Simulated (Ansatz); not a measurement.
# Si on Al(100): change of the work function, part 6 of 6

Wanted: Δφ(θ) for Si/Al(100), starting from the hollow site.

Ansatz 0.2.0; plane-wave DFT, LDA, Ansatz PAW.

So far, work function, upper face (eV): step 2 (the clean slab) 4.49; step 9 (the slab at 0.25 ML, atoms frozen) 4.93; step 10 (the substrate of the 0.25 ML cell alone) 4.47; step 11 (the adsorbate layer of the 0.25 ML cell alone) 4.61; step 13 (varying the input: efield.ramp_width = 0.15) 4.99.

### 14. A changed input

System of this step: Al(100). The cell holds 4 atoms: 4 Al. Cell: a = 5.412 Å, b = 5.412 Å, c = 45.495 Å, α = 90.0°, β = 90.0°, γ = 90.0°. Vacuum lies along c.

An input spoilt on purpose, to show how the run answers: it repeats the earlier run at 0 ML with crystal.lattice to [[5.41176447, 0.0, 0.0], [0.0, 5.41176447, 0.0], [0.0, 0.0, 45.49515586]], and scf.max_iter set to 60.

input.yaml reads:

```yaml
crystal:
  lattice:
    - [5.41176447, 0.0, 0.0]
    - [0.0, 5.41176447, 0.0]
    - [0.0, 0.0, 45.49515586]
  atoms:
    - { symbol: Al, position: [0.5, 0.5, 0.3738317757] }
    - { symbol: Al, position: [0.0, 0.0, 0.4579439252] }
    - { symbol: Al, position: [0.5, 0.5, 0.5420560748] }
    - { symbol: Al, position: [0.0, 0.0, 0.6261682243] }
kpoints:
  mp_grid: { grid: [10, 10, 1] }
hamiltonian:
  xc: lda
scf:
  occupations: { method: fermi_dirac, width: 0.1 }
  convergence: { dr2_threshold: 1.0e-08 }
  max_iter: 60
efield:
  axis: 3
  dipole_correction: true
  ramp_position: 0.97
  ramp_width: 0.06
relax:
  f_tol: 0.02
  max_steps: 60
  constraints: [{ sites: [0, 1] }]
output:
  write_potential: true
  write_density: true
  volumetric_format: npy
```

Started as:

```bash
$ ansatz run input.yaml --threads 4 --pin off --max-ram 6144MiB --backend cpu --events-out ev --progress --plain --runs-dir out
```

Numbers of over 12 decimals in the logs are rounded to 6 here.

Output:

```text
[...]
Crystal: 4 atoms, lattice volume = 1332.425 Å³
Basis set: ecut = 420 eV, 25949 PW (Γ)
Bands: 10, of which v1, the nominal top of the filled ones, is band 6 counted from 1 (5 counted from 0)
Symmetry: 8 space group operations
k-points: 21 of 100
[...]
SCF iter   1: F=—  HF=-2038.397286 eV  |F-HF|=—  |Δ(HF+E_count)|=         —  Δρ=2.25e-3  dr2=1.33e0  ethr=1.77e-3  p=0.000 e·Å  D=6.79e-15 V/Å  ΔV_dip=-0.00 eV  dr2_dipole=2.88e-9  V_vac-E_F(+/−)=3.51/3.51 eV  ⟨swp⟩=11.6  Hψ=6459  notcnv=0  defer=23
[...]
automatic band count: the SCF goes on with 14 bands, as 10 were too few: the levels above may hold too much charge
[...]
SCF iter   2: F=—  HF=-2038.327404 eV  |F-HF|=—  |Δ(HF+E_count)|=   6.99e-2  Δρ=7.60e-4  dr2=5.94e-2  ethr=1.77e-3  p=-0.000 e·Å  D=-1.07e-6 V/Å  ΔV_dip=0.00 eV  dr2_dipole=2.26e-8  V_vac-E_F(+/−)=3.36/3.36 eV  ⟨swp⟩=1.8  Hψ=674  notcnv=0  defer=31
[...]
SCF iter   9: F=-2038.334216 eV  HF=-2038.334216 eV  |F-HF|=5.13e-9  |Δ(HF+E_count)|=   2.43e-8  Δρ=3.15e-7  dr2=4.57e-9  ethr=8.33e-11  p=-0.000 e·Å  D=-7.17e-9 V/Å  ΔV_dip=0.00 eV  dr2_dipole=6.08e-14  V_vac-E_F(+/−)=3.25/3.25 eV  ⟨swp⟩=8.8  Hψ=2061  notcnv=0
SCF 1 converged in 9 iterations: F = -2038.334216 eV  dr2 = 4.57e-9
[...]
relax step   1: F+E_penalty+E_count = -2038.33421641 eV  Δ(F+E_penalty+E_count) = +0.000e0 eV  max|allowed force component| = 3.193e-1 eV/Å  Δτ_max = 0.0000 Å  (9 SCF iters, accepted)
Bands: 22, of which v1, the nominal top of the filled ones, is band 6 counted from 1 (5 counted from 0)
[...]
SCF iter   7: F=-2038.394071 eV  HF=-2038.394071 eV  |F-HF|=1.46e-8  |Δ(HF+E_count)|=   3.25e-8  Δρ=4.17e-7  dr2=8.56e-9  ethr=8.33e-11  p=-0.001 e·Å  D=-1.74e-4 V/Å  ΔV_dip=0.01 eV  dr2_dipole=1.51e-10  V_vac-E_F(+/−)=3.25/3.25 eV  ⟨swp⟩=9.0  Hψ=2042  notcnv=0
SCF 2 converged in 7 iterations: F = -2038.394071 eV  dr2 = 8.56e-9
[...]
relax step   2: F+E_penalty+E_count = -2038.39407096 eV  Δ(F+E_penalty+E_count) = -5.985e-2 eV  max|allowed force component| = 3.375e-1 eV/Å  Δτ_max = 0.1947 Å  (7 SCF iters, accepted)
SCF iter   1: F=—  HF=-2038.459206 eV  |F-HF|=—  |Δ(HF+E_count)|=         —  Δρ=3.57e-4  dr2=1.82e-2  ethr=1.47e-3  p=-0.001 e·Å  D=-1.74e-4 V/Å  ΔV_dip=0.01 eV  dr2_dipole=1.41e-4  V_vac-E_F(+/−)=3.26/3.25 eV  ⟨swp⟩=4.0  Hψ=1625  notcnv=0  defer=37
[...]
SCF iter   9: F=-2038.459309 eV  HF=-2038.459309 eV  |F-HF|=1.25e-10  |Δ(HF+E_count)|=   2.58e-9  Δρ=3.93e-8  dr2=1.56e-10  ethr=8.33e-11  p=-0.003 e·Å  D=-4.14e-4 V/Å  ΔV_dip=0.02 eV  dr2_dipole=2.01e-11  V_vac-E_F(+/−)=3.26/3.24 eV  ⟨swp⟩=8.5  Hψ=1867  notcnv=0
SCF 3 converged in 9 iterations: F = -2038.459309 eV  dr2 = 1.56e-10
relax step   3: F+E_penalty+E_count = -2038.45930852 eV  Δ(F+E_penalty+E_count) = -6.524e-2 eV  max|allowed force component| = 3.632e-1 eV/Å  Δτ_max = 0.1949 Å  (9 SCF iters, accepted)
[... from here on, the SCF cycles and remarks between the steps are left out ...]
relax step   4: F+E_penalty+E_count = -2038.53276726 eV  Δ(F+E_penalty+E_count) = -7.346e-2 eV  max|allowed force component| = 3.964e-1 eV/Å  Δτ_max = 0.1987 Å  (8 SCF iters, accepted)
relax step   5: F+E_penalty+E_count = -2038.61502096 eV  Δ(F+E_penalty+E_count) = -8.225e-2 eV  max|allowed force component| = 4.368e-1 eV/Å  Δτ_max = 0.1965 Å  (8 SCF iters, accepted)
relax step   6: F+E_penalty+E_count = -2038.70952953 eV  Δ(F+E_penalty+E_count) = -9.451e-2 eV  max|allowed force component| = 4.824e-1 eV/Å  Δτ_max = 0.1948 Å  (8 SCF iters, accepted)
relax step   7: F+E_penalty+E_count = -2038.81992178 eV  Δ(F+E_penalty+E_count) = -1.104e-1 eV  max|allowed force component| = 5.309e-1 eV/Å  Δτ_max = 0.1940 Å  (8 SCF iters, accepted)
relax step   8: F+E_penalty+E_count = -2038.94847962 eV  Δ(F+E_penalty+E_count) = -1.286e-1 eV  max|allowed force component| = 5.766e-1 eV/Å  Δτ_max = 0.1938 Å  (7 SCF iters, accepted)
relax step   9: F+E_penalty+E_count = -2039.09416797 eV  Δ(F+E_penalty+E_count) = -1.457e-1 eV  max|allowed force component| = 6.092e-1 eV/Å  Δτ_max = 0.1938 Å  (7 SCF iters, accepted)
relax step  10: F+E_penalty+E_count = -2039.25203082 eV  Δ(F+E_penalty+E_count) = -1.579e-1 eV  max|allowed force component| = 6.213e-1 eV/Å  Δτ_max = 0.1937 Å  (7 SCF iters, accepted)
relax step  11: F+E_penalty+E_count = -2039.41429336 eV  Δ(F+E_penalty+E_count) = -1.623e-1 eV  max|allowed force component| = 6.102e-1 eV/Å  Δτ_max = 0.1937 Å  (7 SCF iters, accepted)
relax step  12: F+E_penalty+E_count = -2039.57394577 eV  Δ(F+E_penalty+E_count) = -1.597e-1 eV  max|allowed force component| = 5.706e-1 eV/Å  Δτ_max = 0.1950 Å  (7 SCF iters, accepted)
relax step  13: F+E_penalty+E_count = -2039.71677940 eV  Δ(F+E_penalty+E_count) = -1.428e-1 eV  max|allowed force component| = 5.019e-1 eV/Å  Δτ_max = 0.1971 Å  (7 SCF iters, accepted)
relax step  14: F+E_penalty+E_count = -2039.82933766 eV  Δ(F+E_penalty+E_count) = -1.126e-1 eV  max|allowed force component| = 4.175e-1 eV/Å  Δτ_max = 0.1950 Å  (7 SCF iters, accepted)
relax step  15: F+E_penalty+E_count = -2039.91114035 eV  Δ(F+E_penalty+E_count) = -8.180e-2 eV  max|allowed force component| = 3.360e-1 eV/Å  Δτ_max = 0.1950 Å  (8 SCF iters, accepted)
relax step  16: F+E_penalty+E_count = -2039.97133916 eV  Δ(F+E_penalty+E_count) = -6.020e-2 eV  max|allowed force component| = 2.801e-1 eV/Å  Δτ_max = 0.1949 Å  (8 SCF iters, accepted)
relax step  17: F+E_penalty+E_count = -2040.03042721 eV  Δ(F+E_penalty+E_count) = -5.909e-2 eV  max|allowed force component| = 2.776e-1 eV/Å  Δτ_max = 0.2000 Å  (8 SCF iters, accepted)
relax step  18: F+E_penalty+E_count = -2040.09791871 eV  Δ(F+E_penalty+E_count) = -6.749e-2 eV  max|allowed force component| = 2.986e-1 eV/Å  Δτ_max = 0.2000 Å  (8 SCF iters, accepted)
relax step  19: F+E_penalty+E_count = -2040.18088281 eV  Δ(F+E_penalty+E_count) = -8.296e-2 eV  max|allowed force component| = 3.473e-1 eV/Å  Δτ_max = 0.2000 Å  (8 SCF iters, accepted)
relax step  20: F+E_penalty+E_count = -2040.27353190 eV  Δ(F+E_penalty+E_count) = -9.265e-2 eV  max|allowed force component| = 4.308e-1 eV/Å  Δτ_max = 0.2000 Å  (8 SCF iters, accepted)
relax step  21: F+E_penalty+E_count = -2040.37262531 eV  Δ(F+E_penalty+E_count) = -9.909e-2 eV  max|allowed force component| = 5.178e-1 eV/Å  Δτ_max = 0.2000 Å  (8 SCF iters, accepted)
relax step  22: F+E_penalty+E_count = -2040.49086463 eV  Δ(F+E_penalty+E_count) = -1.182e-1 eV  max|allowed force component| = 5.657e-1 eV/Å  Δτ_max = 0.1949 Å  (8 SCF iters, accepted)
relax step  23: F+E_penalty+E_count = -2040.62460050 eV  Δ(F+E_penalty+E_count) = -1.337e-1 eV  max|allowed force component| = 6.129e-1 eV/Å  Δτ_max = 0.1949 Å  (7 SCF iters, accepted)
relax step  24: F+E_penalty+E_count = -2040.77017909 eV  Δ(F+E_penalty+E_count) = -1.456e-1 eV  max|allowed force component| = 6.319e-1 eV/Å  Δτ_max = 0.1949 Å  (8 SCF iters, accepted)
relax step  25: F+E_penalty+E_count = -2040.91315632 eV  Δ(F+E_penalty+E_count) = -1.430e-1 eV  max|allowed force component| = 5.708e-1 eV/Å  Δτ_max = 0.1973 Å  (8 SCF iters, accepted)
relax step  26: F+E_penalty+E_count = -2041.04749827 eV  Δ(F+E_penalty+E_count) = -1.343e-1 eV  max|allowed force component| = 3.827e-1 eV/Å  Δτ_max = 0.1950 Å  (8 SCF iters, accepted)
relax step  27: F+E_penalty+E_count = -2041.15346353 eV  Δ(F+E_penalty+E_count) = -1.060e-1 eV  max|allowed force component| = 3.406e-1 eV/Å  Δτ_max = 0.1961 Å  (8 SCF iters, accepted)
relax step  28: F+E_penalty+E_count = -2041.21937764 eV  Δ(F+E_penalty+E_count) = -6.591e-2 eV  max|allowed force component| = 2.968e-1 eV/Å  Δτ_max = 0.2000 Å  (7 SCF iters, accepted)
relax step  29: F+E_penalty+E_count = -2041.27450326 eV  Δ(F+E_penalty+E_count) = -5.513e-2 eV  max|allowed force component| = 2.490e-1 eV/Å  Δτ_max = 0.2000 Å  (8 SCF iters, accepted)
relax step  30: F+E_penalty+E_count = -2041.31978638 eV  Δ(F+E_penalty+E_count) = -4.528e-2 eV  max|allowed force component| = 2.034e-1 eV/Å  Δτ_max = 0.2000 Å  (8 SCF iters, accepted)
relax step  31: F+E_penalty+E_count = -2041.35607586 eV  Δ(F+E_penalty+E_count) = -3.629e-2 eV  max|allowed force component| = 1.627e-1 eV/Å  Δτ_max = 0.2000 Å  (8 SCF iters, accepted)
relax step  32: F+E_penalty+E_count = -2041.38470225 eV  Δ(F+E_penalty+E_count) = -2.863e-2 eV  max|allowed force component| = 1.266e-1 eV/Å  Δτ_max = 0.2000 Å  (8 SCF iters, accepted)
relax step  33: F+E_penalty+E_count = -2041.40702855 eV  Δ(F+E_penalty+E_count) = -2.233e-2 eV  max|allowed force component| = 9.843e-2 eV/Å  Δτ_max = 0.2000 Å  (8 SCF iters, accepted)
relax step  34: F+E_penalty+E_count = -2041.42478401 eV  Δ(F+E_penalty+E_count) = -1.776e-2 eV  max|allowed force component| = 8.037e-2 eV/Å  Δτ_max = 0.2000 Å  (8 SCF iters, accepted)
relax step  35: F+E_penalty+E_count = -2041.43914706 eV  Δ(F+E_penalty+E_count) = -1.436e-2 eV  max|allowed force component| = 7.068e-2 eV/Å  Δτ_max = 0.1950 Å  (8 SCF iters, accepted)
relax step  36: F+E_penalty+E_count = -2041.43944369 eV  Δ(F+E_penalty+E_count) = -2.966e-4 eV  max|allowed force component| = 4.067e-1 eV/Å  Δτ_max = 0.1993 Å  (8 SCF iters, accepted)
relax step  37: F+E_penalty+E_count = -2041.46956933 eV  Δ(F+E_penalty+E_count) = -3.013e-2 eV  max|allowed force component| = 9.314e-2 eV/Å  Δτ_max = 0.1953 Å  (9 SCF iters, accepted)
relax step  38: F+E_penalty+E_count = -2041.49093364 eV  Δ(F+E_penalty+E_count) = -2.136e-2 eV  max|allowed force component| = 1.206e-1 eV/Å  Δτ_max = 0.1995 Å  (8 SCF iters, accepted)
relax step  39: F+E_penalty+E_count = -2041.51814013 eV  Δ(F+E_penalty+E_count) = -2.721e-2 eV  max|allowed force component| = 1.585e-1 eV/Å  Δτ_max = 0.1954 Å  (8 SCF iters, accepted)
relax step  40: F+E_penalty+E_count = -2041.55461389 eV  Δ(F+E_penalty+E_count) = -3.647e-2 eV  max|allowed force component| = 2.047e-1 eV/Å  Δτ_max = 0.2000 Å  (8 SCF iters, accepted)
relax step  41: F+E_penalty+E_count = -2041.60056737 eV  Δ(F+E_penalty+E_count) = -4.595e-2 eV  max|allowed force component| = 2.540e-1 eV/Å  Δτ_max = 0.2000 Å  (8 SCF iters, accepted)
relax step  42: F+E_penalty+E_count = -2041.65644516 eV  Δ(F+E_penalty+E_count) = -5.588e-2 eV  max|allowed force component| = 3.044e-1 eV/Å  Δτ_max = 0.2000 Å  (8 SCF iters, accepted)
relax step  43: F+E_penalty+E_count = -2041.72232302 eV  Δ(F+E_penalty+E_count) = -6.588e-2 eV  max|allowed force component| = 3.539e-1 eV/Å  Δτ_max = 0.2000 Å  (8 SCF iters, accepted)
relax step  44: F+E_penalty+E_count = -2041.79749356 eV  Δ(F+E_penalty+E_count) = -7.517e-2 eV  max|allowed force component| = 3.954e-1 eV/Å  Δτ_max = 0.2000 Å  (7 SCF iters, accepted)
relax step  45: F+E_penalty+E_count = -2041.87908033 eV  Δ(F+E_penalty+E_count) = -8.159e-2 eV  max|allowed force component| = 4.135e-1 eV/Å  Δτ_max = 0.2000 Å  (7 SCF iters, accepted)
relax step  46: F+E_penalty+E_count = -2041.95955377 eV  Δ(F+E_penalty+E_count) = -8.047e-2 eV  max|allowed force component| = 3.775e-1 eV/Å  Δτ_max = 0.2000 Å  (7 SCF iters, accepted)
relax step  47: F+E_penalty+E_count = -2042.02180831 eV  Δ(F+E_penalty+E_count) = -6.225e-2 eV  max|allowed force component| = 2.371e-1 eV/Å  Δτ_max = 0.1950 Å  (7 SCF iters, accepted)
relax step  48: F+E_penalty+E_count = -2042.03933826 eV  Δ(F+E_penalty+E_count) = -1.753e-2 eV  max|allowed force component| = 1.077e-1 eV/Å  Δτ_max = 0.2000 Å  (8 SCF iters, accepted)
relax step  49: F+E_penalty+E_count = -2042.04170237 eV  Δ(F+E_penalty+E_count) = -2.364e-3 eV  max|allowed force component| = 2.974e-2 eV/Å  Δτ_max = 0.0617 Å  (7 SCF iters, accepted)
SCF iter   1: F=—  HF=-2042.042049 eV  |F-HF|=—  |Δ(HF+E_count)|=         —  Δρ=1.02e-4  dr2=3.07e-3  ethr=1.84e-4  p=-0.025 e·Å  D=-3.39e-3 V/Å  ΔV_dip=0.15 eV  dr2_dipole=5.08e-4  V_vac-E_F(+/−)=3.91/3.76 eV  ⟨swp⟩=2.0  Hψ=933  notcnv=0  defer=85
[...]
SCF iter   6: F=-2042.041928 eV  HF=-2042.041928 eV  |F-HF|=2.70e-9  |Δ(HF+E_count)|=   5.38e-8  Δρ=1.18e-7  dr2=6.62e-10  ethr=8.33e-11  p=-0.023 e·Å  D=-3.18e-3 V/Å  ΔV_dip=0.14 eV  dr2_dipole=2.15e-11  V_vac-E_F(+/−)=3.91/3.77 eV  ⟨swp⟩=7.8  Hψ=1638  notcnv=0
SCF 50 converged in 6 iterations: F = -2042.041928 eV  dr2 = 6.62e-10
relax step  50: F+E_penalty+E_count = -2042.04192826 eV  Δ(F+E_penalty+E_count) = -2.259e-4 eV  max|allowed force component| = 1.353e-3 eV/Å  Δτ_max = 0.0142 Å  (6 SCF iters, accepted)
[...]
SCF converged after 6 iterations
Free energy (F): -2042.041928 eV
[...]
Internal energy: -2041.877434 eV  (E = F + TS)
E sigma→0 (E₀):  -2041.959681 eV
Entropy (-TS):   -0.164494 eV (-41.124 meV/atom)
Fermi energy:    -3.210554 eV
Dipole field:    D = -0.003182 V/Å  (p = -0.023431 e·Å, saw-weighted, corrected)
Work function:   Φ+ = 3.9117 eV   Φ− = 3.7669 eV
[...]
--- Forces (eV/Å), atoms counted from 1 ---
  atom   1  Al     0.00000000     0.00000000     0.65350430
  atom   2  Al    -0.00000000     0.00000000    -0.65258435
  atom   3  Al     0.00000000     0.00000000    -0.00135287
  atom   4  Al    -0.00000000     0.00000000     0.00014801
  max |Σ_I F_I| component: 2.85e-4 eV/Å
--- Band table (eV; the first three rows and the last of 21) ---
  k-point 0: bands = [... 2 lower, -6.6774, -5.4522, -3.0775, -2.9938, -2.9938, -2.9562, -2.0394, -2.0394, ... 12 higher]
  k-point 1: bands = [... 2 lower, -6.6571, -5.4976, -3.2877, -3.0742, -2.9592, -2.7178, -2.1402, -2.0361, ... 12 higher]
  k-point 2: bands = [... 2 lower, -6.5995, -5.6272, -3.5075, -3.2002, -2.8584, -2.5444, -2.3245, -2.0346, ... 12 higher]
  k-point 20: bands = [... 2 lower, -6.0932, -5.8054, -4.1155, -4.1155, -2.9293, -2.9293, -2.8988, -2.8252, ... 12 higher]
--- Relaxed structure (50 steps of the walk, 50 accepted, 0 SCFs on fresh bases) ---
  F+E_penalty+E_count = -2042.04192826 eV   max|allowed force component| = 1.353e-3 eV/Å
  atoms:
    - { symbol: Al, position: [0.5, 0.5, 0.373832] }
    - { symbol: Al, position: [0.0, 0.0, 0.457944] }
    - { symbol: Al, position: [0.5, 0.5, 0.435694] }
    - { symbol: Al, position: [0, 0.0, 0.514673] }
```

Elapsed: 6 min, on 4 threads of Arm Neoverse V2, shared host; peak memory 1.5 GiB; 23 min of CPU time.

| quantity | this run | earlier run | difference |
| --- | --- | --- | --- |
| work function, upper face (eV) | 3.912 | 4.490 | -0.58 |
| dipole along the normal (e·Å) | -0.02343 | 3.69e-5 | -0.023 |

What moves beyond 0.01 in its unit (for the dipole 0.5 % and 5e-5 e·Å): dipole along the normal (-0.0235 e·Å) and work function, upper face (-0.578 eV).

The fault (a lattice typed in bohr) shows in the results, which are not taken further.

### 15. Results

```
work function of the clean face                                                           : 4.49 eV
work function at 0.062 ML                                                                 : 4.61 eV
work function at 0.11 ML                                                                  : 4.72 eV
work function at 0.25 ML                                                                  : 4.93 eV
work function at 0.5 ML                                                                   : 5.20 eV
work function at 1 ML                                                                     : 4.99 eV
dipole per adsorbate at 0.062 ML, positive end outwards                                   : -0.44 D
step of the potential from the moved charge at 0.25 ML, upper less lower side, atoms held : 0.420 eV
```

In words: At the lowest coverage Si changes the work function of Al(100) by under 0.15 eV, within the error of so thin a slab; the largest change, +0.71 eV, comes at higher coverage. The dipole per adsorbate falls from 0.44 to 0.10 D as the layer fills. Neighbouring dipoles depolarise each other, and heights and bonding change with coverage too. The slab has 4 layers, at the tabulated experimental lattice constant, one starting site was run, and quantum-size effects of a slab this thin can reach one or two tenths of an eV.

[Logs are printed without paths, hosts, clocks, repeated set-up lines and the standing remarks that a program may print on its own settings, such as how far it seeks lower states.]

[Hosts, paths, dates, database ids (printed as entryN), source tags and the programs' standing remarks are cut or masked in the printed files.]

[Maps of the electrostatic potential energy from Ansatz leave out the sawtooth potential of an applied field or a dipole correction, so their vacuum need not be flat; planar profiles and work functions include it.]
